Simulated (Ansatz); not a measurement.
# F on Cu(100): change of the work function

Aim: the work function of Cu(100) at several coverages of F (hollow site), and the dipole that each adsorbate carries.

Main program and level: Ansatz 0.2.0; plane-wave DFT, PBE, Ansatz PAW.

Report form: inputs, costs, results and the conclusion, without the logs.

## 1. The structure

The cell holds 4 atoms: 4 Cu. Its edges and angles: a = 2.553 Å, b = 2.553 Å, c = 23.415 Å, α = 90.0°, β = 90.0°, γ = 90.0°. Vacuum lies along c.

## 2. The clean slab

The bare slab comes first, as the zero from which every change is counted. The two lowest layers are held at bulk places and the upper ones relax. The dipole correction removes the false field that a one-sided slab makes across the periodic vacuum, so each face gets a flat vacuum level of its own.

Contents of input.yaml:

```yaml
crystal:
  lattice:
    - [2.5526554801, 0.0, 0.0]
    - [0.0, 2.5526554801, 0.0]
    - [0.0, 0.0, 23.415]
  atoms:
    - { symbol: Cu, position: [0.5, 0.5, 0.3843689942] }
    - { symbol: Cu, position: [0.0, 0.0, 0.4614563314] }
    - { symbol: Cu, position: [0.5, 0.5, 0.5385436686] }
    - { symbol: Cu, position: [0.0, 0.0, 0.6156310058] }
kpoints:
  mp_grid: { grid: [12, 12, 1] }
hamiltonian:
  xc: pbe
scf:
  occupations: { method: fermi_dirac, width: 0.1 }
  convergence: { dr2_threshold: 1.0e-08 }
efield:
  axis: 3
  dipole_correction: true
  ramp_position: 0.97
  ramp_width: 0.06
relax:
  f_tol: 0.02
  max_steps: 60
  constraints: [{ sites: [0, 1] }]
output:
  write_potential: true
  write_density: true
  volumetric_format: npy
```

The run is started by

```sh
$ ansatz run input.yaml --threads 4 --pin off --max-ram 16384MiB --backend cpu --events-out ev --progress --plain --runs-dir out
```

Run time: 15 s. Hardware: 4 threads of Arm Neoverse V2, shared host; peak memory 0.5 GiB.

Step by step:

| step | energy less that of the first step (eV) | largest force component (eV/Å) |
| --- | --- | --- |
| 1 | 0.0000 | 0.2181 |
| 2 | -0.0019 | 0.1395 |
| 3 | -0.0033 | 0.0021 |

The run keeps the 8 symmetry operations that the program found, so distortions that break them were not tested.

The atoms that moved most (Å):

| atom | dx | dy | dz | length |
| --- | --- | --- | --- | --- |
| Cu3 | 0.000 | 0.000 | 0.031 | 0.031 |

Numbers from this step:

```yaml
energy_at_zero_smearing: -26499.4726 eV
work_function_upper_face: 4.571 eV
dipole_along_the_normal: 4.05e-4 e·Å
```

Running mean over 1.805 Å of the planar mean; the ramp of the sawtooth is left out. Electron's electrostatic potential energy less the Fermi level against z:

z (Å), electron's electrostatic potential energy less the Fermi level (eV) and a bar from the least value:
```
      3.0       4.58 ##############################
      3.5       4.58 ##############################
      4.0       4.58 ##############################
      4.5       4.58 ##############################
      5.0       4.58 ##############################
      5.5       4.57 ##############################
      6.0       4.54 ##############################
      6.5       4.45 ##############################
      7.0       4.10 #############################
      7.5       2.70 ##########################
      8.0      -1.44 #################
      8.5      -6.20 ######
      9.0      -8.30 ##
      9.5      -8.63 #
     10.0      -8.72 #
     10.5      -8.78 
     11.0      -8.72 #
     11.5      -8.54 #
     12.0      -8.55 #
     12.5      -8.77 
     13.0      -8.94 
     13.5      -9.00 
     14.0      -8.80 
     14.5      -8.20 ##
     15.0      -5.53 ########
     15.5      -0.62 ###################
     16.0       3.08 ###########################
     16.5       4.18 #############################
     17.0       4.46 ##############################
     17.5       4.54 ##############################
     18.0       4.56 ##############################
     18.5       4.57 ##############################
     19.0       4.57 ##############################
     19.5       4.57 ##############################
     20.0       4.57 ##############################
```

The relaxation took 3 steps and lowered the energy by 0.0033 eV; the largest force on the free atoms ends at 0.0021 eV/Å.

The work function of the upper face is 4.57 eV.

## 3. The covered slab, k-mesh 4×4×1, coverage 0.111 ML

System of this step: Cu36F (F/Cu(100)). The cell holds 37 atoms: 36 Cu and 1 F. Its edges and angles: a = 7.658 Å, b = 7.658 Å, c = 24.147 Å, α = 90.0°, β = 90.0°, γ = 90.0°. Vacuum lies along c.

The clean slab as it ended is repeated in the plane and the adsorbate is set on one face; the cell's size fixes the coverage, and the k-mesh shrinks with it to keep the sampling density about even. Adsorbate and upper layers relax, since the dipole depends on the height.

Contents of input.yaml:

```yaml
crystal:
  lattice:
    - [7.6579664403, 0.0, 0.0]
    - [0.0, 7.6579664403, 0.0]
    - [0.0, 0.0, 24.1470894331]
  atoms:
    - { symbol: Cu, position: [0.1666666667, 0.1666666667, 0.3727157273] }
    - { symbol: Cu, position: [0.0, 0.0, 0.4474659371] }
    - { symbol: Cu, position: [0.1666666667, 0.1666666667, 0.5235136092] }
    - { symbol: Cu, position: [0.0, 0.0, 0.5970893317] }
    - { symbol: Cu, position: [0.1666666667, 0.5, 0.3727157273] }
    - { symbol: Cu, position: [0.0, 0.3333333333, 0.4474659371] }
    - { symbol: Cu, position: [0.1666666667, 0.5, 0.5235136092] }
    - { symbol: Cu, position: [0.0, 0.3333333333, 0.5970893317] }
[... 25 atom lines left out ...]
    - { symbol: Cu, position: [0.6666666667, 0.6666666667, 0.4474659371] }
    - { symbol: Cu, position: [0.8333333333, 0.8333333333, 0.5235136092] }
    - { symbol: Cu, position: [0.6666666667, 0.6666666667, 0.5970893317] }
    - { symbol: F, position: [0.1666666667, 0.1666666667, 0.6272842727] }
kpoints:
  mp_grid: { grid: [4, 4, 1] }
hamiltonian:
  xc: pbe
scf:
  occupations: { method: fermi_dirac, width: 0.1 }
  convergence: { dr2_threshold: 1.0e-08 }
efield:
  axis: 3
  dipole_correction: true
  ramp_position: 0.97
  ramp_width: 0.06
relax:
  f_tol: 0.02
  max_steps: 60
  constraints:
    - { sites: [0, 1, 4, 5, 8, 9, 12, 13, 16, 17, 20, 21, 24, 25, 28, 29, 32, 33] }
output:
  write_potential: true
  write_density: true
  volumetric_format: npy
```

It took 13 min on 4 threads; peak memory 10 GiB.

This run has no spin polarisation although its electron count is odd.

Relaxation path:

| step | energy less that of the first step (eV) | largest force component (eV/Å) |
| --- | --- | --- |
| 1 | 0.0000 | 3.5405 |
| 2 | -0.5312 | 2.4421 |
| 3 | -0.9598 | 0.9530 |
| 4 | -1.0509 | 0.1701 |
| 5 | -1.0546 | 0.0114 |

The run keeps the 8 symmetry operations that the program found, so distortions that break them were not tested.

The atoms that moved most (Å):

| atom | dx | dy | dz | length |
| --- | --- | --- | --- | --- |
| F37 | 0.000 | 0.000 | 0.558 | 0.558 |
| Cu4 | -0.031 | -0.031 | 0.034 | 0.055 |
| Cu16 | 0.031 | -0.031 | 0.034 | 0.055 |
| Cu8 | -0.031 | 0.031 | 0.034 | 0.055 |
| Cu20 | 0.031 | 0.031 | 0.034 | 0.055 |
| Cu3 | 0.000 | 0.000 | -0.035 | 0.035 |
| Cu27 | 0.014 | 0.000 | 0.005 | 0.014 |
| Cu11 | 0.000 | 0.014 | 0.005 | 0.014 |

The relaxed structure:

```cif
data_structure
_symmetry_space_group_name_H-M 'P 1'
_symmetry_Int_Tables_number 1
_cell_length_a 7.6580
_cell_length_b 7.6580
_cell_length_c 24.1471
_cell_angle_alpha 90.000
_cell_angle_beta 90.000
_cell_angle_gamma 90.000
_cell_volume 1416.09
loop_
_atom_site_label
_atom_site_type_symbol
_atom_site_fract_x
_atom_site_fract_y
_atom_site_fract_z
_atom_site_occupancy
Cu1 Cu 0.16667 0.16667 0.37272 1
Cu2 Cu 0.00000 0.00000 0.44747 1
Cu3 Cu 0.16667 0.16667 0.52205 1
Cu4 Cu 0.99599 0.99599 0.59848 1
Cu5 Cu 0.16667 0.50000 0.37272 1
Cu6 Cu 0.00000 0.33333 0.44747 1
Cu7 Cu 0.16667 0.49823 0.52371 1
Cu8 Cu 0.99599 0.33735 0.59848 1
Cu9 Cu 0.16667 0.83333 0.37272 1
Cu10 Cu 0.00000 0.66667 0.44747 1
Cu11 Cu 0.16667 0.83510 0.52371 1
Cu12 Cu 0.00045 0.66667 0.59662 1
Cu13 Cu 0.50000 0.16667 0.37272 1
Cu14 Cu 0.33333 0.00000 0.44747 1
Cu15 Cu 0.49823 0.16667 0.52371 1
Cu16 Cu 0.33735 0.99599 0.59848 1
Cu17 Cu 0.50000 0.50000 0.37272 1
Cu18 Cu 0.33333 0.33333 0.44747 1
Cu19 Cu 0.49904 0.49904 0.52385 1
Cu20 Cu 0.33735 0.33735 0.59848 1
Cu21 Cu 0.50000 0.83333 0.37272 1
Cu22 Cu 0.33333 0.66667 0.44747 1
Cu23 Cu 0.49904 0.83429 0.52385 1
Cu24 Cu 0.33289 0.66667 0.59662 1
Cu25 Cu 0.83333 0.16667 0.37272 1
Cu26 Cu 0.66667 0.00000 0.44747 1
Cu27 Cu 0.83510 0.16667 0.52371 1
Cu28 Cu 0.66667 0.00045 0.59662 1
Cu29 Cu 0.83333 0.50000 0.37272 1
Cu30 Cu 0.66667 0.33333 0.44747 1
Cu31 Cu 0.83429 0.49904 0.52385 1
Cu32 Cu 0.66667 0.33289 0.59662 1
Cu33 Cu 0.83333 0.83333 0.37272 1
Cu34 Cu 0.66667 0.66667 0.44747 1
Cu35 Cu 0.83429 0.83429 0.52385 1
Cu36 Cu 0.66667 0.66667 0.59718 1
F37 F 0.16667 0.16667 0.65037 1
```

Numbers from this step:

| Item | Value |
| --- | --- |
| energy at zero smearing | -239303.7253 eV |
| work function, upper face | 4.847 eV |
| work function, lower face | 4.554 eV |
| dipole along the normal | -0.09495 e·Å |
| step between the vacuum levels | 0.2930 eV |

Running mean over 1.805 Å of the planar mean; the ramp of the sawtooth is left out. The electron's electrostatic potential energy less the Fermi level by z:

| z (Å) | electron's electrostatic potential energy less the Fermi level (eV) |
| --- | --- |
| 3.0 | 4.55 |
| 3.5 | 4.55 |
| 4.0 | 4.55 |
| 4.5 | 4.55 |
| 5.0 | 4.55 |
| 5.5 | 4.54 |
| 6.0 | 4.52 |
| 6.5 | 4.42 |
| 7.0 | 4.08 |
| 7.5 | 2.67 |
| 8.0 | -1.45 |
| 8.5 | -6.21 |
| 9.0 | -8.29 |
| 9.5 | -8.63 |
| 10.0 | -8.72 |
| 10.5 | -8.77 |
| 11.0 | -8.72 |
| 11.5 | -8.51 |
| 12.0 | -8.52 |
| 12.5 | -8.74 |
| 13.0 | -8.87 |
| 13.5 | -8.90 |
| 14.0 | -8.76 |
| 14.5 | -8.33 |
| 15.0 | -6.00 |
| 15.5 | -1.20 |
| 16.0 | 2.64 |
| 16.5 | 4.05 |
| 17.0 | 4.64 |
| 17.5 | 4.81 |
| 18.0 | 4.84 |
| 18.5 | 4.85 |
| 19.0 | 4.85 |
| 19.5 | 4.85 |
| 20.0 | 4.85 |
| 20.5 | 4.85 |
| 21.0 | 4.85 |

The relaxation took 5 steps and lowered the energy by 1.1 eV; the largest force on the free atoms ends at 0.011 eV/Å.

The covered face has 4.85 eV, +0.28 eV against the clean one; the bare back face has moved by -0.03 eV, a measure of how thin the slab is.

## 4. The covered slab, k-mesh 6×6×1, coverage 0.25 ML

System of this step: Cu16F (F/Cu(100)). The cell holds 17 atoms: 16 Cu and 1 F. Cell: a = 5.105 Å, b = 5.105 Å, c = 24.147 Å, α = 90.0°, β = 90.0°, γ = 90.0°. Vacuum lies along c.

Another coverage, to see how the dipoles act on each other as their distance changes.

Contents of input.yaml:

```yaml
crystal:
  lattice:
    - [5.1053109602, 0.0, 0.0]
    - [0.0, 5.1053109602, 0.0]
    - [0.0, 0.0, 24.1470894331]
  atoms:
    - { symbol: Cu, position: [0.25, 0.25, 0.3727157273] }
    - { symbol: Cu, position: [0.0, 0.0, 0.4474659371] }
    - { symbol: Cu, position: [0.25, 0.25, 0.5235136092] }
    - { symbol: Cu, position: [0.0, 0.0, 0.5970893317] }
    - { symbol: Cu, position: [0.25, 0.75, 0.3727157273] }
    - { symbol: Cu, position: [0.0, 0.5, 0.4474659371] }
    - { symbol: Cu, position: [0.25, 0.75, 0.5235136092] }
    - { symbol: Cu, position: [0.0, 0.5, 0.5970893317] }
    - { symbol: Cu, position: [0.75, 0.25, 0.3727157273] }
    - { symbol: Cu, position: [0.5, 0.0, 0.4474659371] }
    - { symbol: Cu, position: [0.75, 0.25, 0.5235136092] }
    - { symbol: Cu, position: [0.5, 0.0, 0.5970893317] }
    - { symbol: Cu, position: [0.75, 0.75, 0.3727157273] }
    - { symbol: Cu, position: [0.5, 0.5, 0.4474659371] }
    - { symbol: Cu, position: [0.75, 0.75, 0.5235136092] }
    - { symbol: Cu, position: [0.5, 0.5, 0.5970893317] }
    - { symbol: F, position: [0.25, 0.25, 0.6272842727] }
kpoints:
  mp_grid: { grid: [6, 6, 1] }
hamiltonian:
  xc: pbe
scf:
  occupations: { method: fermi_dirac, width: 0.1 }
  convergence: { dr2_threshold: 1.0e-08 }
efield:
  axis: 3
  dipole_correction: true
  ramp_position: 0.97
  ramp_width: 0.06
relax:
  f_tol: 0.02
  max_steps: 60
  constraints: [{ sites: [0, 1, 4, 5, 8, 9, 12, 13] }]
output:
  dos: { projected: true, e_range: [-8, 4] }
  write_potential: true
  write_density: true
  volumetric_format: npy
  elf: true
```

Run time: 3.2 min. Hardware: 4 threads; peak memory 3 GiB; 13 min of CPU time.

The steps of the relaxation:

| step | energy less that of the first step (eV) | largest force component (eV/Å) |
| --- | --- | --- |
| 1 | 0.0000 | 3.6405 |
| 2 | -0.5424 | 2.5322 |
| 3 | -0.9744 | 1.0163 |
| 4 | -1.0742 | 0.1343 |
| 5 | -1.0772 | 0.0157 |

Forces are held to the 8 operations that the program found; a distortion that breaks them can't arise in this run.

The atoms that moved most (Å):

| atom | dx | dy | dz | length |
| --- | --- | --- | --- | --- |
| F17 | 0.000 | 0.000 | 0.574 | 0.574 |
| Cu15 | 0.000 | 0.000 | 0.051 | 0.051 |
| Cu3 | 0.000 | 0.000 | -0.042 | 0.042 |
| Cu16 | 0.014 | 0.014 | 0.018 | 0.027 |
| Cu12 | 0.014 | -0.014 | 0.018 | 0.027 |
| Cu8 | -0.014 | 0.014 | 0.018 | 0.027 |
| Cu4 | -0.014 | -0.014 | 0.018 | 0.027 |
| Cu11 | 0.000 | 0.000 | 0.007 | 0.007 |

Final coordinates:

```xyz
17
Lattice="5.1053 0.0000 0.0000 0.0000 5.1053 0.0000 0.0000 0.0000 24.1471" Properties=species:S:1:pos:R:3
Cu    1.2763    1.2763    9.0000
Cu    0.0000    0.0000   10.8050
Cu    1.2763    1.2763   12.5994
Cu   -0.0144   -0.0144   14.4360
Cu    1.2763    3.8290    9.0000
Cu    0.0000    2.5527   10.8050
Cu    1.2763    3.8290   12.6484
Cu   -0.0144    2.5671   14.4360
Cu    3.8290    1.2763    9.0000
Cu    2.5527    0.0000   10.8050
Cu    3.8290    1.2763   12.6484
Cu    2.5671   -0.0144   14.4360
Cu    3.8290    3.8290    9.0000
Cu    2.5527    2.5527   10.8050
Cu    3.8290    3.8290   12.6926
Cu    2.5671    2.5671   14.4360
F     1.2763    1.2763   15.7207
```

This step gave:

```yaml
energy_at_zero_smearing: -106806.3001 eV
work_function_upper_face: 5.275 eV
work_function_lower_face: 4.535 eV
dipole_along_the_normal: -0.1065 e·Å
step_between_the_vacuum_levels: 0.7392 eV
```

The density of states has structure finer than the step of the table below, so its rows give means over 0.5 eV. Peaks (eV: height): -2.89: 71.4, -2.80: 94.6, -2.53: 62.5, -2.29: 86.2, -2.08: 69.4, -1.59: 101, -1.47: 81.9.

Table of density of states by energy, zero at the Fermi level; means over each step:

| energy (eV) | density of states (states/eV a cell) |
| --- | --- |
| -7.5 | 1.21 |
| -7.0 | 2.44 |
| -6.5 | 2.62 |
| -6.0 | 4.62 |
| -5.5 | 10.1 |
| -5.0 | 8.32 |
| -4.5 | 14.8 |
| -4.0 | 34.5 |
| -3.5 | 32.9 |
| -3.0 | 49.6 |
| -2.5 | 54.7 |
| -2.0 | 61.9 |
| -1.5 | 63.6 |
| -1.0 | 9.51 |
| -0.5 | 5.31 |
| 0.0 | 5.66 |
| 0.5 | 5.29 |
| 1.0 | 3.96 |
| 1.5 | 5.89 |

Projected DOS per atom over height of the atomic layer and energy from the Fermi level. Layers: Cu4 Cu4 Cu4 Cu4 F from below.

Values in states/eV, 22 rows by 5 columns, each cell a mean:
```
0.15 0.17 0.20 0.18 0.07
0.15 0.14 0.15 0.16 0.05
0.17 0.18 0.17 0.19 0.07
0.27 0.28 0.22 0.27 0.10
0.27 0.27 0.26 0.30 0.09
0.31 0.24 0.24 0.36 0.16
0.49 0.35 0.39 0.71 0.23
3.39 2.33 2.73 4.69 0.60
5.72 3.51 3.07 5.03 0.27
4.65 2.79 2.81 3.83 0.14
3.33 3.67 3.64 2.98 0.23
2.08 2.86 2.82 1.88 0.27
1.30 2.11 2.51 1.27 0.54
1.03 2.73 2.51 0.89 0.78
0.53 1.29 1.06 0.36 0.64
0.29 0.51 0.54 0.22 2.10
0.16 0.23 0.30 0.48 4.92
0.13 0.26 0.24 0.25 1.13
0.10 0.17 0.16 0.14 0.27
0.14 0.20 0.19 0.16 0.19
0.04 0.12 0.13 0.04 0.03
0.03 0.11 0.11 0.03 0.02
```
Columns: height of the atomic layer (Å) from 9 to 15.7 (not evenly spaced); rows upwards: energy from the Fermi level (eV) from -7.96 to 1.95.

Electrostatic potential energy in the ca plane at fractional y = 0.250, with atoms of Cu and F within 0.2 Å of it. With pseudopotentials it is smooth inside the atoms' cores, unlike the true potential.

Ten even steps from '0' (-50 eV) to '9' (7 eV), each cell a mean:
```
99998888998999888899889999999999999999999999
99985336899998533689999999999999999999999999
99961003899997200379999999999999999999999999
99961002799996100279999999999999999999999999
99973115899997311489999999999999999999999999
99987668999998766899999999999999999999999999
99999889998899988999889999999999999999999999
99998888998999888899889999999999999999999999
99985336899998523789999768999999999999999999
99961003899996100489997214999999999999999999
99961002799986000389997113899999999999999999
99973115899997301589998436999999999999999999
99987668999998766899999999999999999999999999
99999889998899988999889999999999999999999999
```
Columns run along c (16.0 Å, from fractional 0.29 to 0.96 of the cell; values clipped at the 3rd and 97th percentile), rows up along a (5.1 Å). Atoms in or near the plane, at fractional coordinates: Cu at (0.37, 0.25), Cu at (0.52, 0.25), Cu at (0.37, 0.75), Cu at (0.52, 0.75), F at (0.65, 0.25).

ELF in the ca plane at fractional y = 0.250, with atoms of Cu and F within 0.2 Å of it. It is the smooth field of the valence electrons, not physical close to the nuclei.

Values, 8 rows by 16 columns, each cell a mean:
```
0.12 0.19 0.20 0.24 0.25 0.19 0.22 0.23 0.11 0.02 0.00 0.00 0.00 0.00 0.00 0.00
0.11 0.30 0.44 0.21 0.20 0.48 0.26 0.26 0.16 0.02 0.00 0.00 0.00 0.00 0.00 0.00
0.11 0.25 0.33 0.22 0.21 0.36 0.23 0.26 0.14 0.02 0.00 0.00 0.00 0.00 0.00 0.00
0.13 0.20 0.22 0.24 0.26 0.21 0.24 0.21 0.11 0.04 0.01 0.00 0.00 0.00 0.00 0.00
0.12 0.18 0.20 0.24 0.24 0.20 0.21 0.16 0.41 0.43 0.06 0.00 0.00 0.00 0.00 0.00
0.11 0.30 0.44 0.21 0.20 0.50 0.24 0.16 0.68 0.72 0.14 0.00 0.00 0.00 0.00 0.00
0.11 0.25 0.33 0.22 0.21 0.37 0.22 0.15 0.67 0.68 0.12 0.00 0.00 0.00 0.00 0.00
0.13 0.20 0.22 0.24 0.26 0.21 0.24 0.17 0.25 0.27 0.04 0.00 0.00 0.00 0.00 0.00
```
Columns run along c (16.0 Å, from fractional 0.29 to 0.96 of the cell), rows up along a (5.1 Å). Atoms in or near the plane, at fractional coordinates: Cu at (0.37, 0.25), Cu at (0.52, 0.25), Cu at (0.37, 0.75), Cu at (0.52, 0.75), F at (0.65, 0.25).

Valence density in the ca plane at fractional y = 0.250, with atoms of Cu and F within 0.2 Å of it. It is the smooth field of the valence electrons, not physical close to the nuclei.

Ten steps, logarithmic in the rise over the least value, from '0' (0 e/Å³) to '9' (42 e/Å³), each cell a mean:
```
00001111001000111100000000000000000000000000
00013442100001244210000000000000000000000000
00026984100002588410000000000000000000000000
00026995100002699510000000000000000000000000
00014763100001476310000000000000000000000000
00001221000001122110000000000000000000000000
00000110001100011000000000000000000000000000
00001111001000111100000110000000000000000000
00013442100001344210001332000000000000000000
00026984100002698410002564100000000000000000
00026995100002799410013675200000000000000000
00014763100001476310002453100000000000000000
00001221000001122100001111000000000000000000
00000110001100111000000000000000000000000000
```
Columns run along c (16.0 Å, from fractional 0.29 to 0.96 of the cell), rows up along a (5.1 Å). Atoms in or near the plane, at fractional coordinates: Cu at (0.37, 0.25), Cu at (0.52, 0.25), Cu at (0.37, 0.75), Cu at (0.52, 0.75), F at (0.65, 0.25).

The relaxation took 5 steps and lowered the energy by 1.1 eV; the largest force on the free atoms ends at 0.016 eV/Å.

By hand: a sheet of dipoles makes a step −p/(ε₀A) in the electron's potential. With e/ε₀ = 180.95 V·Å, p = -0.1065 e·Å and A = 26.06 Å², that is −180.95 × (-0.1065) / 26.06 = +0.739 eV, and the two vacuum levels of the run differ by +0.739 eV.

The covered face has 5.27 eV, +0.70 eV against the clean one; the bare back face has moved by -0.05 eV, a measure of how thin the slab is.

[end of part 1 of 2]

[Long decimals in the printed logs are rounded to 6 places.]

[Logs are printed without paths, hosts, clocks, repeated set-up lines and the standing remarks that a program may print on its own settings, such as how far it seeks lower states.]

[Hosts, paths, dates, database ids (printed as entryN), source tags and the programs' standing remarks are cut or masked in the printed files.]

[Maps of the electrostatic potential energy from Ansatz leave out the sawtooth potential of an applied field or a dipole correction, so their vacuum need not be flat; planar profiles and work functions include it.]

[The density of states shown here was stored with 400 of the rows of the run's finer table, so its peaks can read low, often by over a quarter, or be missed, and its means over a window can be off by a tenth or more.]
